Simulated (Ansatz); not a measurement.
# Preparing Si3N4 (P6_3/m) as a host crystal

Aim: the runs on the perfect crystal Si3N4 (P6_3/m) that a defect calculation needs first.

Main program and level: Ansatz 0.2.0; plane-wave PAW DFT, PBEsol; single point of the host's primitive cell on a dense mesh; PAW set soft_1, in the first sound run; inputs show where later runs differ.

## (1) Starting point

It takes space group P6_3/m (No. 176, hexagonal). Conventional cell: a = 7.624 Å, b = 7.624 Å, c = 2.910 Å, α = 90.00°, β = 90.00°, γ = 120.00°. Nearest to Si lie 4 N at 1.73 to 1.74 Å. Nearest to N lie 3 Si at 1.73 Å. N has 3 Si at 1.74 Å nearest. Farther neighbours and most contacts between anions are not listed.

Structure file:

```
Si N
1.0
     7.62446    0.00000    0.00000
    -3.81223    6.60297    0.00000
     0.00000    0.00000    2.91026
Si N
6 8
Cartesian
  -1.3768 5.4544 2.1827
  2.2124 1.5348 0.7276
  4.0352 3.9196 0.7276
  -0.2230 2.6834 2.1827
  1.5999 5.0681 2.1827
  5.1891 1.1485 0.7276
  0.0000 4.4020 2.1827
  3.8122 2.2010 0.7276
  4.8445 4.4239 2.1827
  -1.4090 6.4074 0.7276
  2.4413 4.6195 0.7276
  1.3710 1.9835 2.1827
  -1.0323 2.1790 0.7276
  5.2212 0.1956 2.1827
```

## (2) Primitive cell on a dense mesh

A dense mesh gives the host's converged energy, against which the supercell's sampling is tested.

dense/input.yaml

```yaml
crystal:
  lattice:
    - [7.6244572548, 0.0, 0.0]
    - [-3.8122286274, 6.6029736727, 0.0]
    - [0.0, 0.0, 2.9102557759]
  atoms:
    - { symbol: Si, position: [0.2324454814, 0.8260559098, 0.75] }
    - { symbol: Si, position: [0.4063895716, 0.2324454814, 0.25] }
    - { symbol: Si, position: [0.8260559098, 0.5936104284, 0.25] }
    - { symbol: Si, position: [0.1739440902, 0.4063895716, 0.75] }
    - { symbol: Si, position: [0.5936104284, 0.7675545186, 0.75] }
    - { symbol: Si, position: [0.7675545186, 0.1739440902, 0.25] }
    - { symbol: "N", position: [0.3333333333, 0.6666666667, 0.75] }
    - { symbol: "N", position: [0.6666666667, 0.3333333333, 0.25] }
    - { symbol: "N", position: [0.9703841152, 0.6699911715, 0.75] }
    - { symbol: "N", position: [0.3003929436, 0.9703841152, 0.25] }
    - { symbol: "N", position: [0.6699911715, 0.6996070564, 0.25] }
    - { symbol: "N", position: [0.3300088285, 0.3003929436, 0.75] }
    - { symbol: "N", position: [0.0296158848, 0.3300088285, 0.25] }
    - { symbol: "N", position: [0.6996070564, 0.0296158848, 0.75] }
basis:
  ecutwfc: 420
  xc_grid: 2
hamiltonian:
  xc: pbesol
  pseudopotentials: { kind: paw, azcp: { folder: soft_1 }, xc_functional: pbe }
kpoints:
  mp_grid: { grid: [4, 4, 9] }
scf:
  occupations: { method: fermi_dirac, width: 0.01 }
  max_iter: 80
```

Run with:

```
ansatz run input.yaml --threads 8 --pin off --max-ram 22609MiB --backend cpu --events-out ev --progress --plain --runs-dir out
```

Numbers of over 12 decimals in the logs are rounded to 6 here.

The log of the run:

```text
Engine: ansatz 0.2.0, aarch64-unknown-linux-gnu
Pseudopotentials: kind: paw
Pseudopotential: Si, paw, valence charge 4, recommended cutoff 420 eV (normal), soft_1/Si.paw.azcp
Pseudopotential: N, paw, valence charge 5, recommended cutoff 420 eV (normal), soft_1/N.paw.azcp
Functional definition: PBEsol
  exchange = pbesol_x
  correlation = pbesol_c
Crystal: 14 atoms, lattice volume = 146.514 Å³
Basis set: ecut = 420 eV, 2859 PW (Γ), exchange–correlation on 108×108×40 points (8 copies of the dense FFT grid, shifted against one another)
Bands: 46, of which v1, the nominal top of the filled ones, is band 32 counted from 1 (31 counted from 0)
Symmetry: 12 space group operations
Space group: P63/m (ITA 176), of the structure as read, at distance tolerance 5.3e-5 Å
k-points: 20 of 144
Non-local potential: Si, projectors of the file, l = 0: 2, l = 1: 2, l = 2: 1
Non-local potential: N, projectors of the file, l = 0: 2, l = 1: 2, l = 2: 1
PAW form: soft (Blöchl's): semilocal exchange-correlation on the pseudo side does not see the compensation charge
PAW frozen core: Si, regenerated for the run's functional, and the local potential with it (the file was generated under x = pbe(κ = 0.804, μ = 0.219515), c = pbe(β = 0.066725))
PAW frozen core: N, regenerated for the run's functional, and the local potential with it (the file was generated under x = pbe(κ = 0.804, μ = 0.219515), c = pbe(β = 0.066725))
PAW one-centre angular grid: Si, 110 points (default); XC on 64 Gauss nodes
PAW one-centre angular grid: N, 110 points (default); XC on 64 Gauss nodes
Initial density: superposition of atomic densities (chi_scale 0.1, normalization cell, long waves kept (reshape's long-wave potential 0.02 eV rms))
Initial wavefunctions: pseudopotential atomic-orbital guess
Functional: x = pbesol(κ = 0.804, μ = 0.123457), c = pbesol(β = 0.046)
SCF iter   1: F=—  HF=-6784.394122 eV  |F-HF|=—  |Δ(HF+E_count)|=         —  Δρ=1.48e-1  dr2=3.34e1  ethr=3.10e-3  ⟨swp⟩=6.8  Hψ=4455  notcnv=0  defer=17
preconditioner: auto → Resta (q_TF=auto, 2.377 Å⁻¹)  ε∞=3.6  [insulator: Δε(μ)=5.861 eV  Ē_g=15.346 eV  σ=0.010 eV  W_gap=1.00  n_scr=32 (ndim 8)  ℏωp=24.5 eV  f_vac=0.011  D(μ)=0.00/eV (n_scr^D=0)  ε∞_Penn≈3.6]
SCF iter   2: F=—  HF=-6774.247489 eV  |F-HF|=—  |Δ(HF+E_count)|=    1.01e1  Δρ=4.83e-2  dr2=1.94e0  ethr=3.10e-3  ⟨swp⟩=3.9  Hψ=2464  notcnv=0  defer=163
SCF iter   3: F=—  HF=-6773.882154 eV  |F-HF|=—  |Δ(HF+E_count)|=   3.65e-1  Δρ=2.38e-2  dr2=4.56e-1  ethr=3.03e-3  ⟨swp⟩=1.1  Hψ=805  notcnv=0  defer=63
automatic band count: iteration 3 solves 41 bands in place of 46: the levels show a gap, and the empty bands left out lie too high to hold charge; the band table lists the bands solved (type scf.n_extra_bands for more)
SCF iter   4: F=—  HF=-6773.812690 eV  |F-HF|=—  |Δ(HF+E_count)|=   6.95e-2  Δρ=2.10e-3  dr2=7.66e-3  ethr=7.13e-4  ⟨swp⟩=2.2  Hψ=939  notcnv=0  defer=63
SCF iter   5: F=—  HF=-6773.817862 eV  |F-HF|=—  |Δ(HF+E_count)|=   5.17e-3  Δρ=1.48e-3  dr2=3.36e-3  ethr=1.20e-5  ⟨swp⟩=3.4  Hψ=1603  notcnv=0  defer=63
SCF iter   6: F=—  HF=-6773.817957 eV  |F-HF|=—  |Δ(HF+E_count)|=   9.49e-5  Δρ=4.05e-4  dr2=2.91e-4  ethr=5.24e-6  ⟨swp⟩=2.8  Hψ=1495  notcnv=0  defer=63
SCF iter   7: F=—  HF=-6773.818128 eV  |F-HF|=—  |Δ(HF+E_count)|=   1.70e-4  Δρ=9.07e-5  dr2=2.19e-5  ethr=4.54e-7  ⟨swp⟩=2.2  Hψ=1407  notcnv=0  defer=65
SCF iter   8: F=—  HF=-6773.818116 eV  |F-HF|=—  |Δ(HF+E_count)|=   1.18e-5  Δρ=2.27e-5  dr2=8.83e-7  ethr=3.42e-8  ⟨swp⟩=2.0  Hψ=1497  notcnv=0  defer=45
automatic band count: iteration 8 solves 40 bands in place of 41: the levels show a gap, and the empty bands left out lie too high to hold charge; the band table lists the bands solved (type scf.n_extra_bands for more)
SCF iter   9: F=-6773.818118 eV  HF=-6773.818118 eV  |F-HF|=2.11e-8  |Δ(HF+E_count)|=   1.81e-6  Δρ=3.50e-6  dr2=2.08e-8  ethr=2.29e-10  ⟨swp⟩=3.2  Hψ=2044  notcnv=0
SCF 1 converged in 9 iterations: F = -6773.818118 eV  dr2 = 2.08e-8
  greatest PAW one-centre occupation: 0.791 electrons in one spin orbital (limit 2), on the N atom at site 7 (counted from 0), in its partial waves of l = 0
SCF converged after 9 iterations
Free energy (F): -6773.818118 eV
Harris-Foulkes:  -6773.818118 eV  (|F-HF|=2.11e-8)
Internal energy: -6773.818118 eV  (E = F + TS)
E sigma→0 (E₀):  -6773.818118 eV
Fermi energy:    10.206388 eV
--- Per-component energies (eV) ---
  E_band       = 53.389458
  E_kinetic    = 1327.890534
  E_local      = -2027.525735  (includes V_loc(G=0)·N_el)
  E_nonlocal   = 407.836449
  E_hartree    = 713.141513
  E_xc         = -819.336963
  E_vxc        = -903.533656  (∫ρ·V_xc dr)
  E_paw        = -3977.229935  (= ΣΔE_a)
  E_vpaw       = -177.565888  (= ΣTr[D̂ρ^β])
  E_aug_tail   = 0.007170  (compensation charges beyond the density's cutoff)
  E_ewald      = -2399.015306
  E_core_change = 0.414155  (= ΣΔE_core)
  E_smearing   = -0.000000  (= −TS)
  E_closure    = -0.000000  (closes the sum)
  Σ components = -6773.818118   (vs F -6773.818118, Δ=0.00e0)
```

Wall time 1.2 s (8 threads of Arm Neoverse V2, shared host); peak memory 0.63 GiB; 8.6 s of CPU time.

## (3) Self-consistent run

This step: plane-wave PAW DFT, PBEsol; single point of the defect-free supercell, a test of its k-points; PAW set soft_1 (Ansatz 0.2.0).

System of this step: Si3N4 (P6_3/m). The cell holds 126 atoms: 54 Si and 72 N. Cell: a = 13.206 Å, b = 13.206 Å, c = 8.731 Å, α = 90.0°, β = 90.0°, γ = 120.0°.

pristine.sampling/input.yaml

```yaml
crystal:
  lattice:
    - [11.4366858822, 6.6029736727, 0.0]
    - [-11.4366858822, 6.6029736727, 0.0]
    - [0.0, 0.0, 8.7307673276]
  atoms:
    - { symbol: Si, position: [0.0195004637, 0.8065554461, 0.25] }
    - { symbol: Si, position: [0.3528337971, 0.4732221127, 0.25] }
    - { symbol: Si, position: [0.6861671304, 0.1398887794, 0.25] }
    - { symbol: Si, position: [0.2129450177, 0.0195004637, 0.0833333333] }
    - { symbol: Si, position: [0.546278351, 0.6861671304, 0.0833333333] }
    - { symbol: Si, position: [0.8796116843, 0.3528337971, 0.0833333333] }
    - { symbol: Si, position: [0.1398887794, 0.453721649, 0.0833333333] }
    - { symbol: Si, position: [0.4732221127, 0.1203883157, 0.0833333333] }
    - { symbol: Si, position: [0.8065554461, 0.7870549823, 0.0833333333] }
    - { symbol: Si, position: [0.1934445539, 0.2129450177, 0.25] }
    - { symbol: Si, position: [0.5267778873, 0.8796116843, 0.25] }
    - { symbol: Si, position: [0.8601112206, 0.546278351, 0.25] }
    - { symbol: Si, position: [0.1203883157, 0.6471662029, 0.25] }
    - { symbol: Si, position: [0.453721649, 0.3138328696, 0.25] }
    - { symbol: Si, position: [0.7870549823, 0.9804995363, 0.25] }
    - { symbol: Si, position: [0.3138328696, 0.8601112206, 0.0833333333] }
    - { symbol: Si, position: [0.6471662029, 0.5267778873, 0.0833333333] }
    - { symbol: Si, position: [0.9804995363, 0.1934445539, 0.0833333333] }
    - { symbol: "N", position: [0.0, 0.6666666667, 0.25] }
    - { symbol: "N", position: [0.3333333333, 0.3333333334, 0.25] }
    - { symbol: "N", position: [0.6666666667, 0.0, 0.25] }
    - { symbol: "N", position: [0.0, 0.3333333333, 0.0833333333] }
    - { symbol: "N", position: [0.3333333333, 0.0, 0.0833333333] }
    - { symbol: "N", position: [0.6666666667, 0.6666666666, 0.0833333333] }
    - { symbol: "N", position: [0.2134584289, 0.4565327427, 0.25] }
    - { symbol: "N", position: [0.5467917623, 0.1231994093, 0.25] }
    - { symbol: "N", position: [0.8801250956, 0.789866076, 0.25] }
    - { symbol: "N", position: [0.0902590196, 0.8801250956, 0.0833333333] }
    - { symbol: "N", position: [0.4235923529, 0.5467917623, 0.0833333333] }
    - { symbol: "N", position: [0.7569256863, 0.2134584289, 0.0833333333] }
    - { symbol: "N", position: [0.1231994093, 0.5764076471, 0.0833333333] }
    - { symbol: "N", position: [0.4565327427, 0.2430743137, 0.0833333333] }
    - { symbol: "N", position: [0.789866076, 0.9097409804, 0.0833333333] }
    - { symbol: "N", position: [0.210133924, 0.0902590196, 0.25] }
    - { symbol: "N", position: [0.5434672573, 0.7569256863, 0.25] }
    - { symbol: "N", position: [0.8768005907, 0.4235923529, 0.25] }
    - { symbol: "N", position: [0.1198749044, 0.210133924, 0.0833333333] }
    - { symbol: "N", position: [0.4532082377, 0.8768005907, 0.0833333333] }
    - { symbol: "N", position: [0.7865415711, 0.5434672573, 0.0833333333] }
    - { symbol: "N", position: [0.2430743137, 0.7865415711, 0.25] }
    - { symbol: "N", position: [0.5764076471, 0.4532082377, 0.25] }
    - { symbol: "N", position: [0.9097409804, 0.1198749044, 0.25] }
    - { symbol: Si, position: [0.0195004637, 0.8065554461, 0.5833333333] }
    - { symbol: Si, position: [0.3528337971, 0.4732221127, 0.5833333333] }
    - { symbol: Si, position: [0.6861671304, 0.1398887794, 0.5833333333] }
    - { symbol: Si, position: [0.2129450177, 0.0195004637, 0.4166666667] }
    - { symbol: Si, position: [0.546278351, 0.6861671304, 0.4166666667] }
    - { symbol: Si, position: [0.8796116843, 0.3528337971, 0.4166666667] }
    - { symbol: Si, position: [0.1398887794, 0.453721649, 0.4166666667] }
    - { symbol: Si, position: [0.4732221127, 0.1203883157, 0.4166666667] }
    - { symbol: Si, position: [0.8065554461, 0.7870549823, 0.4166666667] }
    - { symbol: Si, position: [0.1934445539, 0.2129450177, 0.5833333333] }
    - { symbol: Si, position: [0.5267778873, 0.8796116843, 0.5833333333] }
    - { symbol: Si, position: [0.8601112206, 0.546278351, 0.5833333333] }
    - { symbol: Si, position: [0.1203883157, 0.6471662029, 0.5833333333] }
    - { symbol: Si, position: [0.453721649, 0.3138328696, 0.5833333333] }
    - { symbol: Si, position: [0.7870549823, 0.9804995363, 0.5833333333] }
    - { symbol: Si, position: [0.3138328696, 0.8601112206, 0.4166666667] }
    - { symbol: Si, position: [0.6471662029, 0.5267778873, 0.4166666667] }
    - { symbol: Si, position: [0.9804995363, 0.1934445539, 0.4166666667] }
    - { symbol: "N", position: [0.0, 0.6666666667, 0.5833333333] }
    - { symbol: "N", position: [0.3333333333, 0.3333333334, 0.5833333333] }
    - { symbol: "N", position: [0.6666666667, 0.0, 0.5833333333] }
    - { symbol: "N", position: [0.0, 0.3333333333, 0.4166666667] }
    - { symbol: "N", position: [0.3333333333, 0.0, 0.4166666667] }
    - { symbol: "N", position: [0.6666666667, 0.6666666666, 0.4166666667] }
    - { symbol: "N", position: [0.2134584289, 0.4565327427, 0.5833333333] }
    - { symbol: "N", position: [0.5467917623, 0.1231994093, 0.5833333333] }
    - { symbol: "N", position: [0.8801250956, 0.789866076, 0.5833333333] }
    - { symbol: "N", position: [0.0902590196, 0.8801250956, 0.4166666667] }
    - { symbol: "N", position: [0.4235923529, 0.5467917623, 0.4166666667] }
    - { symbol: "N", position: [0.7569256863, 0.2134584289, 0.4166666667] }
    - { symbol: "N", position: [0.1231994093, 0.5764076471, 0.4166666667] }
    - { symbol: "N", position: [0.4565327427, 0.2430743137, 0.4166666667] }
    - { symbol: "N", position: [0.789866076, 0.9097409804, 0.4166666667] }
    - { symbol: "N", position: [0.210133924, 0.0902590196, 0.5833333333] }
    - { symbol: "N", position: [0.5434672573, 0.7569256863, 0.5833333333] }
    - { symbol: "N", position: [0.8768005907, 0.4235923529, 0.5833333333] }
    - { symbol: "N", position: [0.1198749044, 0.210133924, 0.4166666667] }
    - { symbol: "N", position: [0.4532082377, 0.8768005907, 0.4166666667] }
    - { symbol: "N", position: [0.7865415711, 0.5434672573, 0.4166666667] }
    - { symbol: "N", position: [0.2430743137, 0.7865415711, 0.5833333333] }
    - { symbol: "N", position: [0.5764076471, 0.4532082377, 0.5833333333] }
    - { symbol: "N", position: [0.9097409804, 0.1198749044, 0.5833333333] }
    - { symbol: Si, position: [0.0195004637, 0.8065554461, 0.9166666667] }
    - { symbol: Si, position: [0.3528337971, 0.4732221127, 0.9166666667] }
    - { symbol: Si, position: [0.6861671304, 0.1398887794, 0.9166666667] }
    - { symbol: Si, position: [0.2129450177, 0.0195004637, 0.75] }
    - { symbol: Si, position: [0.546278351, 0.6861671304, 0.75] }
    - { symbol: Si, position: [0.8796116843, 0.3528337971, 0.75] }
    - { symbol: Si, position: [0.1398887794, 0.453721649, 0.75] }
    - { symbol: Si, position: [0.4732221127, 0.1203883157, 0.75] }
    - { symbol: Si, position: [0.8065554461, 0.7870549823, 0.75] }
    - { symbol: Si, position: [0.1934445539, 0.2129450177, 0.9166666667] }
    - { symbol: Si, position: [0.5267778873, 0.8796116843, 0.9166666667] }
    - { symbol: Si, position: [0.8601112206, 0.546278351, 0.9166666667] }
    - { symbol: Si, position: [0.1203883157, 0.6471662029, 0.9166666667] }
    - { symbol: Si, position: [0.453721649, 0.3138328696, 0.9166666667] }
    - { symbol: Si, position: [0.7870549823, 0.9804995363, 0.9166666667] }
    - { symbol: Si, position: [0.3138328696, 0.8601112206, 0.75] }
    - { symbol: Si, position: [0.6471662029, 0.5267778873, 0.75] }
    - { symbol: Si, position: [0.9804995363, 0.1934445539, 0.75] }
    - { symbol: "N", position: [0.0, 0.6666666667, 0.9166666667] }
    - { symbol: "N", position: [0.3333333333, 0.3333333334, 0.9166666667] }
    - { symbol: "N", position: [0.6666666667, 0.0, 0.9166666667] }
    - { symbol: "N", position: [0.0, 0.3333333333, 0.75] }
    - { symbol: "N", position: [0.3333333333, 0.0, 0.75] }
    - { symbol: "N", position: [0.6666666667, 0.6666666666, 0.75] }
    - { symbol: "N", position: [0.2134584289, 0.4565327427, 0.9166666667] }
    - { symbol: "N", position: [0.5467917623, 0.1231994093, 0.9166666667] }
    - { symbol: "N", position: [0.8801250956, 0.789866076, 0.9166666667] }
    - { symbol: "N", position: [0.0902590196, 0.8801250956, 0.75] }
    - { symbol: "N", position: [0.4235923529, 0.5467917623, 0.75] }
    - { symbol: "N", position: [0.7569256863, 0.2134584289, 0.75] }
    - { symbol: "N", position: [0.1231994093, 0.5764076471, 0.75] }
    - { symbol: "N", position: [0.4565327427, 0.2430743137, 0.75] }
    - { symbol: "N", position: [0.789866076, 0.9097409804, 0.75] }
    - { symbol: "N", position: [0.210133924, 0.0902590196, 0.9166666667] }
    - { symbol: "N", position: [0.5434672573, 0.7569256863, 0.9166666667] }
    - { symbol: "N", position: [0.8768005907, 0.4235923529, 0.9166666667] }
    - { symbol: "N", position: [0.1198749044, 0.210133924, 0.75] }
    - { symbol: "N", position: [0.4532082377, 0.8768005907, 0.75] }
    - { symbol: "N", position: [0.7865415711, 0.5434672573, 0.75] }
    - { symbol: "N", position: [0.2430743137, 0.7865415711, 0.9166666667] }
    - { symbol: "N", position: [0.5764076471, 0.4532082377, 0.9166666667] }
    - { symbol: "N", position: [0.9097409804, 0.1198749044, 0.9166666667] }
basis:
  ecutwfc: 420
  xc_grid: 2
hamiltonian:
  xc: pbesol
  pseudopotentials: { kind: paw, azcp: { folder: soft_1 }, xc_functional: pbe }
kpoints:
  mp_grid: { grid: [1, 1, 1], shift: [0.25, 0.25, 0.25] }
scf:
  occupations: { method: fermi_dirac, width: 0.01 }
  max_iter: 80
```

The log of the run:

```text
[...]
Crystal: 126 atoms, lattice volume = 1318.628 Å³
Basis set: ecut = 420 eV, 25805 PW (Γ), exchange–correlation on 180×180×120 points (8 copies of the dense FFT grid, shifted against one another)
Bands: 414, of which v1, the nominal top of the filled ones, is band 288 counted from 1 (287 counted from 0)
Symmetry: 18 space group operations
k-points: 1
[...]
SCF iter   1: F=—  HF=-61059.558790 eV  |F-HF|=—  |Δ(HF+E_count)|=         —  Δρ=1.48e-1  dr2=3.01e2  ethr=3.10e-3  ⟨swp⟩=6.0  Hψ=1914  notcnv=0  defer=45
[...]
SCF iter   9: F=-60964.386776 eV  HF=-60964.386776 eV  |F-HF|=1.48e-7  |Δ(HF+E_count)|=   1.78e-5  Δρ=4.46e-6  dr2=2.49e-7  ethr=1.74e-10  ⟨swp⟩=4.0  Hψ=966  notcnv=0
SCF 1 converged in 9 iterations: F = -60964.386776 eV  dr2 = 2.49e-7
[...]
SCF converged after 9 iterations
Free energy (F): -60964.386776 eV
[...]
Internal energy: -60964.386776 eV  (E = F + TS)
E sigma→0 (E₀):  -60964.386776 eV
Fermi energy:    10.278115 eV
[...]
```

Elapsed: 6.6 s, on 8 threads; peak memory 2.9 GiB.

This step gave:

```yaml
energy_over_dense_mesh: -1.88e-4 eV/atom
```

[end of part 1 of 3]

[Logs are printed without paths, hosts, clocks, repeated set-up lines and the standing remarks that a program may print on its own settings, such as how far it seeks lower states.]

[Hosts, paths, dates, database ids (printed as entryN), source tags and the programs' standing remarks are cut or masked in the printed files.]

[Runs of the host that timed out are not shown.]

[For some hosts the program warned that the k-mesh of the response run may be too coarse for force constants and the static dielectric constant; such warnings are not always shown.]
